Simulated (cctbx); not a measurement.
# LaMo3S9 with cctbx, script by script

Library: cctbx 2025.11. The data are simulated by the first script.

## 1. Simulate the data

run.py:

```python
from cctbx import adptbx, crystal, miller, sgtbx, xray
from cctbx.array_family import flex
from iotbx.shelx import hklf
from scitbx import matrix
import scitbx.random

cs = crystal.symmetry(unit_cell=(15.959, 9.66, 8.353, 90, 94.64, 90), space_group_symbol='Hall: -C 2y')  # C2/m
atoms = [  # label, site, U (iso, or U11 U22 U33 U12 U13 U23 in A^2), occupancy
    ("La1", (0.2705, 0, 0.9477), (0.0060, 0.0057, 0.0063, 0.0000, 0.0002, 0.0000), 0.95),
    ("Mo1", (0.2705, 0, 0.9477), (0.0060, 0.0057, 0.0063, 0.0000, 0.0002, 0.0000), 0.05),
    ("Mo2", (0.25, 0.25, 0.5), (0.0054, 0.0081, 0.0054, -0.0008, 0.0006, -0.0006), 0.95),
    ("La2", (0.25, 0.25, 0.5), (0.0054, 0.0081, 0.0054, -0.0008, 0.0006, -0.0006), 0.05),
    ("Mo3", (0.4634, 0.749, 0.2404), (0.0108, 0.0067, 0.0078, -0.0001, 0.0035, 0.0009), 1),
    ("S1", (0.0747, 0, 0.8085), (0.0086, 0.0080, 0.0076, 0.0000, 0.0005, 0.0000), 1),
    ("S2", (0.2724, 0, 0.5858), (0.0118, 0.0081, 0.0093, 0.0000, 0.0001, 0.0000), 1),
    ("S3", (0.2912, 0.792, 0.2174), (0.0111, 0.0099, 0.0116, -0.0005, 0.0026, -0.0001), 1),
    ("S4", (0.4088, 0.2159, 0.9284), (0.0091, 0.0103, 0.0087, -0.0016, 0.0004, -0.0004), 1),
    ("S5", (0.4065, 0.2864, 0.5455), (0.0106, 0.0094, 0.0083, -0.0008, 0.0009, -0.0014), 1),
    ("S6", (0.4585, 0, 0.2802), (0.0106, 0.0172, 0.0125, 0.0000, 0.0010, 0.0000), 1),
]
xs = xray.structure(crystal_symmetry=cs)
for label, site, u, occ in atoms:
    u = adptbx.u_cif_as_u_star(cs.unit_cell(), u) if isinstance(u, tuple) else u
    xs.add_scatterer(xray.scatterer(label, site=site, u=u, occupancy=occ))
xs.set_inelastic_form_factors(0.71073, "sasaki")
xs.show_summary()
p1 = xs.expand_to_p1()
ms = miller.build_set(p1, anomalous_flag=True, d_min=0.6)
flex.set_random_seed(154007)
scitbx.random.set_random_seed(154007)
ms = ms.select(flex.random_double(ms.size()) < 0.5)
i = ms.structure_factors_from_scatterers(p1, algorithm="direct").f_calc().as_intensity_array().data()
i = i * 20000 / flex.max(i)
sig = flex.sqrt(i + flex.pow2(0.06 * i) + 4 ** 2)
noise = scitbx.random.variate(scitbx.random.normal_distribution())(i.size())
data = ms.array(data=i + sig * noise, sigmas=sig).set_observation_type_xray_intensity()
with open("data.hkl", "w") as f:
    data.export_as_shelx_hklf(f)
print("reflections written:", data.size(), " <I/sigma> = %.1f" % flex.mean(data.data() / data.sigmas()))
for h, a, b in list(data.sort("data"))[:12]:
    print("%4d%4d%4d %9.1f %7.1f" % (h + (a, b)))
```

```console
$ python run.py
```

```text
Number of scatterers: 11
At special positions: 7
Unit cell: (15.959, 9.66, 8.353, 90, 94.64, 90)
Space group: C 1 2/m 1 (No. 12)
reflections written: 12408  <I/sigma> = 5.1
   6   2   1   20962.8  1208.3
  -6   2  -1   19205.4  1208.3
  -6  -2  -1   18709.7  1208.3
   6   0  -3   18043.1  1052.8
  -2   0   2   17953.1  1036.8
  -8   0   5   17627.1  1091.4
   2   0  -2   16652.1  1036.8
  -6   0   3   16374.2  1052.8
   6   2   5   15992.0   937.1
  -2   0  -2   15224.7   889.8
   4  -2   3   15187.2  1009.7
  -6  -2  -5   14826.7   937.1
```

Run time: 0.33 s on 1 thread of Arm Neoverse V2, with other jobs on the host, peak memory 0.07 GiB.

## 2. Refinement

run.py:

```python
import math
from cctbx import adptbx, crystal, maptbx, sgtbx, xray
from cctbx.array_family import flex
from cctbx.xray import observations
from iotbx.shelx import hklf
from scitbx.lstbx import normal_eqns_solving
from smtbx import absolute_structure, utils
from smtbx.refinement import constraints, least_squares

cs = crystal.symmetry(unit_cell=(15.959, 9.66, 8.353, 90, 94.64, 90), space_group_symbol='Hall: -C 2y')  # C2/m
atoms = [  # label, site, U (iso, or U11 U22 U33 U12 U13 U23 in A^2), occupancy
    ("La1", (0.2705, 0, 0.9477), 0.0200, 1),
    ("Mo2", (0.25, 0.25, 0.5), 0.0200, 1),
    ("Mo3", (0.4634, 0.749, 0.2404), 0.0200, 1),
    ("S1", (0.0747, 0, 0.8085), 0.0200, 1),
    ("S2", (0.2724, 0, 0.5858), 0.0200, 1),
    ("S3", (0.2912, 0.792, 0.2174), 0.0200, 1),
    ("S4", (0.4088, 0.2159, 0.9284), 0.0200, 1),
    ("S5", (0.4065, 0.2864, 0.5455), 0.0200, 1),
    ("S6", (0.4585, 0, 0.2802), 0.0200, 1),
]
xs = xray.structure(crystal_symmetry=cs)
for label, site, u, occ in atoms:
    u = adptbx.u_cif_as_u_star(cs.unit_cell(), u) if isinstance(u, tuple) else u
    xs.add_scatterer(xray.scatterer(label, site=site, u=u, occupancy=occ))
xs.set_inelastic_form_factors(0.71073, "sasaki")
xs.convert_to_anisotropic()
raw = hklf.reader(file_name="data.hkl").as_miller_arrays(crystal_symmetry=cs, anomalous=True)[0]
merged = raw.eliminate_sys_absent().merge_equivalents()
fo2 = merged.array().set_observation_type_xray_intensity()
print("Rint %.3f, %d unique reflections to %.2f A" % (merged.r_int(), fo2.size(), fo2.d_min()))
for sc in xs.scatterers():
    sc.flags.set_grad_site(True)
    sc.flags.set_grad_u_aniso(sc.flags.use_u_aniso())
    sc.flags.set_grad_u_iso(sc.flags.use_u_iso())
obs = fo2.as_xray_observations()
extra = {}
rep = constraints.reparametrisation(xs, [], utils.connectivity_table(xs), **extra)
ls = least_squares.crystallographic_ls(obs, rep, weighting_scheme=least_squares.mainstream_shelx_weighting(a=0, b=0))
print("cycle     R1     wR2    GooF  max shift (A)")
for cycle in range(12):
    ls.build_up()
    r1, wr2, goof = ls.r1_factor(cutoff_factor=2)[0], ls.wR2(), ls.goof()
    old = xs.sites_cart()
    normal_eqns_solving.levenberg_marquardt_iterations(ls, n_max_iterations=3, tau=1e-06, step_threshold=1e-7)
    big = flex.max((xs.sites_cart() - old).norms())
    print("%4d %7.4f %7.4f %7.3f %9.5f" % (cycle + 1, r1, wr2, goof, big))
    ls.build_up(objective_only=True)
    if abs(ls.wR2() - wr2) < 5e-5 and big < 5e-4:
        break
ls.build_up()
print("final R1 %.4f wR2 %.4f GooF %.3f  parameters %d  data/parameter %.1f" % (ls.r1_factor(cutoff_factor=2)[0], ls.wR2(), ls.goof(), ls.n_parameters, fo2.size() / ls.n_parameters))
cov = ls.covariance_matrix_and_annotations()
su = dict(zip(cov.annotations, (math.sqrt(max(v, 0)) for v in cov.matrix.matrix_packed_u_diagonal())))
a2 = cs.unit_cell().reciprocal_parameters()[0] ** -2
print("atom        x        y        z      Ueq    occ   su(xyz)  su(Uiso or U11)")
for sc in xs.scatterers():
    s = max(su.get(sc.label + k, 0) for k in (".x", ".y", ".z"))
    npd = "" if sc.is_positive_definite_u(cs.unit_cell()) else "  NPD"
    print("%-5s %8.5f %8.5f %8.5f %8.4f %6.3f %8.5f %7.4f%s" % ((sc.label,) + sc.site + (sc.u_iso_or_equiv(cs.unit_cell()), sc.occupancy, s, su.get(sc.label + ".uiso", su.get(sc.label + ".u11", 0) * a2), npd)))
fo = fo2.f_sq_as_f()
fc = fo.structure_factors_from_scatterers(xs, algorithm="direct").f_calc()
diff = fo.f_obs_minus_f_calc(1 / math.sqrt(ls.scale_factor()), fc).average_bijvoet_mates()
m = diff.fft_map(symmetry_flags=maptbx.use_space_group_symmetry, resolution_factor=0.25).apply_volume_scaling()
print("difference map: max %.2f min %.2f rms %.2f" % (m.statistics().max(), m.statistics().min(), m.statistics().sigma()))
peaks = m.peak_search(parameters=maptbx.peak_search_parameters(min_distance_sym_equiv=0.6, max_clusters=6)).all()
near = xs.closest_distances(peaks.sites(), distance_cutoff=4)
sps = cs.special_position_settings(min_distance_sym_equiv=0.5)
for k, (x, h) in enumerate(zip(peaks.sites(), peaks.heights())):
    ss = sps.site_symmetry(x)
    print("Q%-3d %7.4f %7.4f %7.4f %4d %7.2f  %.2f A from %s" % ((k + 1,) + tuple(t % 1 for t in ss.exact_site()) + (ss.multiplicity(), h, near.smallest_distances[k], xs.scatterers()[near.i_seqs[k]].label)))
```

```console
$ python run.py
```

```text
Rint 0.041, 2981 unique reflections to 0.60 A
cycle     R1     wR2    GooF  max shift (A)
   1  0.1776  0.3821   5.982   0.00166
   2  0.0246  0.0630   0.986   0.00000
final R1 0.0246 wR2 0.0630 GooF 0.986  parameters 66  data/parameter 45.2
atom        x        y        z      Ueq    occ   su(xyz)  su(Uiso or U11)
La1    0.27050  0.00000  0.94768   0.0064  1.000  0.00002  0.0001
Mo2    0.25000  0.25000  0.50000   0.0054  1.000  0.00000  0.0001
Mo3    0.46343  0.74901  0.24039   0.0081  1.000  0.00002  0.0001
S1     0.07466  0.00000  0.80853   0.0079  1.000  0.00009  0.0002
S2     0.27230  0.00000  0.58575   0.0098  1.000  0.00009  0.0003
S3     0.29118  0.79209  0.21750   0.0107  1.000  0.00007  0.0002
S4     0.40877  0.21589  0.92840   0.0094  1.000  0.00006  0.0002
S5     0.40652  0.28639  0.54552   0.0094  1.000  0.00006  0.0002
S6     0.45853  0.00000  0.28018   0.0132  1.000  0.00010  0.0003
difference map: max 1.43 min -1.23 rms 0.26
Q1    0.2267  0.2568  0.4864    8    1.48  0.39 A from Mo2
Q2    0.1589  0.0000  0.3412    4    1.11  2.53 A from S5
Q3    0.2452  0.3182  0.6327    8    1.08  1.30 A from Mo2
Q4    0.2426  0.1354  0.8398    8    1.07  1.63 A from La1
Q5    0.1242  0.5000  0.5322    4    1.07  1.99 A from S2
Q6    0.1558  0.0000  0.0580    4    1.06  2.11 A from La1
```

Time: 0.51 s.

This run holds a fault made on purpose: disorder ignored: each site full, of its main element.

## 3. Refinement (occupancies of the disordered sites free, main element alone)

run.py, as its changes from the last script of this kind:

```diff
@@ -12,9 +12,9 @@
-    ("La1", (0.2705, 0, 0.9477), 0.0200, 1),
-    ("Mo2", (0.25, 0.25, 0.5), 0.0200, 1),
-    ("Mo3", (0.4634, 0.749, 0.2404), 0.0200, 1),
-    ("S1", (0.0747, 0, 0.8085), 0.0200, 1),
-    ("S2", (0.2724, 0, 0.5858), 0.0200, 1),
-    ("S3", (0.2912, 0.792, 0.2174), 0.0200, 1),
-    ("S4", (0.4088, 0.2159, 0.9284), 0.0200, 1),
-    ("S5", (0.4065, 0.2864, 0.5455), 0.0200, 1),
-    ("S6", (0.4585, 0, 0.2802), 0.0200, 1),
+    ("La1", (0.2705, 0, 0.94768), 0.0120, 1),
+    ("Mo2", (0.25, 0.25, 0.5), 0.0120, 1),
+    ("Mo3", (0.46343, 0.74901, 0.24039), 0.0120, 1),
+    ("S1", (0.07466, 0, 0.80853), 0.0120, 1),
+    ("S2", (0.2723, 0, 0.58575), 0.0120, 1),
+    ("S3", (0.29118, 0.79209, 0.2175), 0.0120, 1),
+    ("S4", (0.40877, 0.21589, 0.9284), 0.0120, 1),
+    ("S5", (0.40652, 0.28639, 0.54552), 0.0120, 1),
+    ("S6", (0.45853, 0, 0.28018), 0.0120, 1),
@@ -35,0 +36 @@
+    sc.flags.set_grad_occupancy(sc.label in ('La1', 'Mo2'))
@@ -41 +42 @@
-for cycle in range(12):
+for cycle in range(20):
@@ -60,0 +62,2 @@
+print("su of occupancy La1: %.3f" % su["La1.occ"])
+print("su of occupancy Mo2: %.3f" % su["Mo2.occ"])
```

```console
$ python run.py
```

```text
Rint 0.041, 2981 unique reflections to 0.60 A
cycle     R1     wR2    GooF  max shift (A)
   1  0.0862  0.2184   3.421   0.00011
   2  0.0243  0.0621   0.973   0.00005
   3  0.0242  0.0617   0.966   0.00004
   4  0.0241  0.0613   0.961   0.00003
   5  0.0240  0.0611   0.957   0.00003
   6  0.0239  0.0610   0.955   0.00002
   7  0.0239  0.0609   0.953   0.00002
   8  0.0239  0.0608   0.952   0.00001
   9  0.0239  0.0607   0.951   0.00001
final R1 0.0239 wR2 0.0607 GooF 0.951  parameters 68  data/parameter 43.8
atom        x        y        z      Ueq    occ   su(xyz)  su(Uiso or U11)
La1    0.27050  0.00000  0.94768   0.0061  0.985  0.00002  0.0001
Mo2    0.25000  0.25000  0.50000   0.0060  1.014  0.00000  0.0001
Mo3    0.46342  0.74901  0.24039   0.0083  1.000  0.00002  0.0001
S1     0.07467  0.00000  0.80855   0.0081  1.000  0.00008  0.0002
S2     0.27230  0.00000  0.58573   0.0099  1.000  0.00009  0.0003
S3     0.29119  0.79208  0.21749   0.0108  1.000  0.00007  0.0002
S4     0.40876  0.21589  0.92840   0.0096  1.000  0.00006  0.0002
S5     0.40654  0.28640  0.54551   0.0096  1.000  0.00006  0.0002
S6     0.45853  0.00000  0.28018   0.0134  1.000  0.00010  0.0003
su of occupancy La1: 0.002
su of occupancy Mo2: 0.002
difference map: max 1.07 min -1.00 rms 0.25
Q1    0.1594  0.0000  0.3410    4    1.10  2.53 A from S5
Q2    0.1225  0.5000  0.5315    4    1.08  2.01 A from S2
Q3    0.2451  0.3189  0.6344    8    1.06  1.31 A from Mo2
Q4    0.2419  0.1361  0.8392    8    1.03  1.64 A from La1
Q5    0.1562  0.0000  0.0588    4    1.00  2.11 A from La1
Q6    0.0000  0.5000  0.5000    2    0.99  1.90 A from S6
```

Run time: 1.1 s on 1 thread of Arm Neoverse V2, on a shared host, peak memory 0.09 GiB.

[Logs are printed without paths, hosts, clocks, repeated set-up lines and the standing remarks that a program may print on its own settings, such as how far it seeks lower states.]
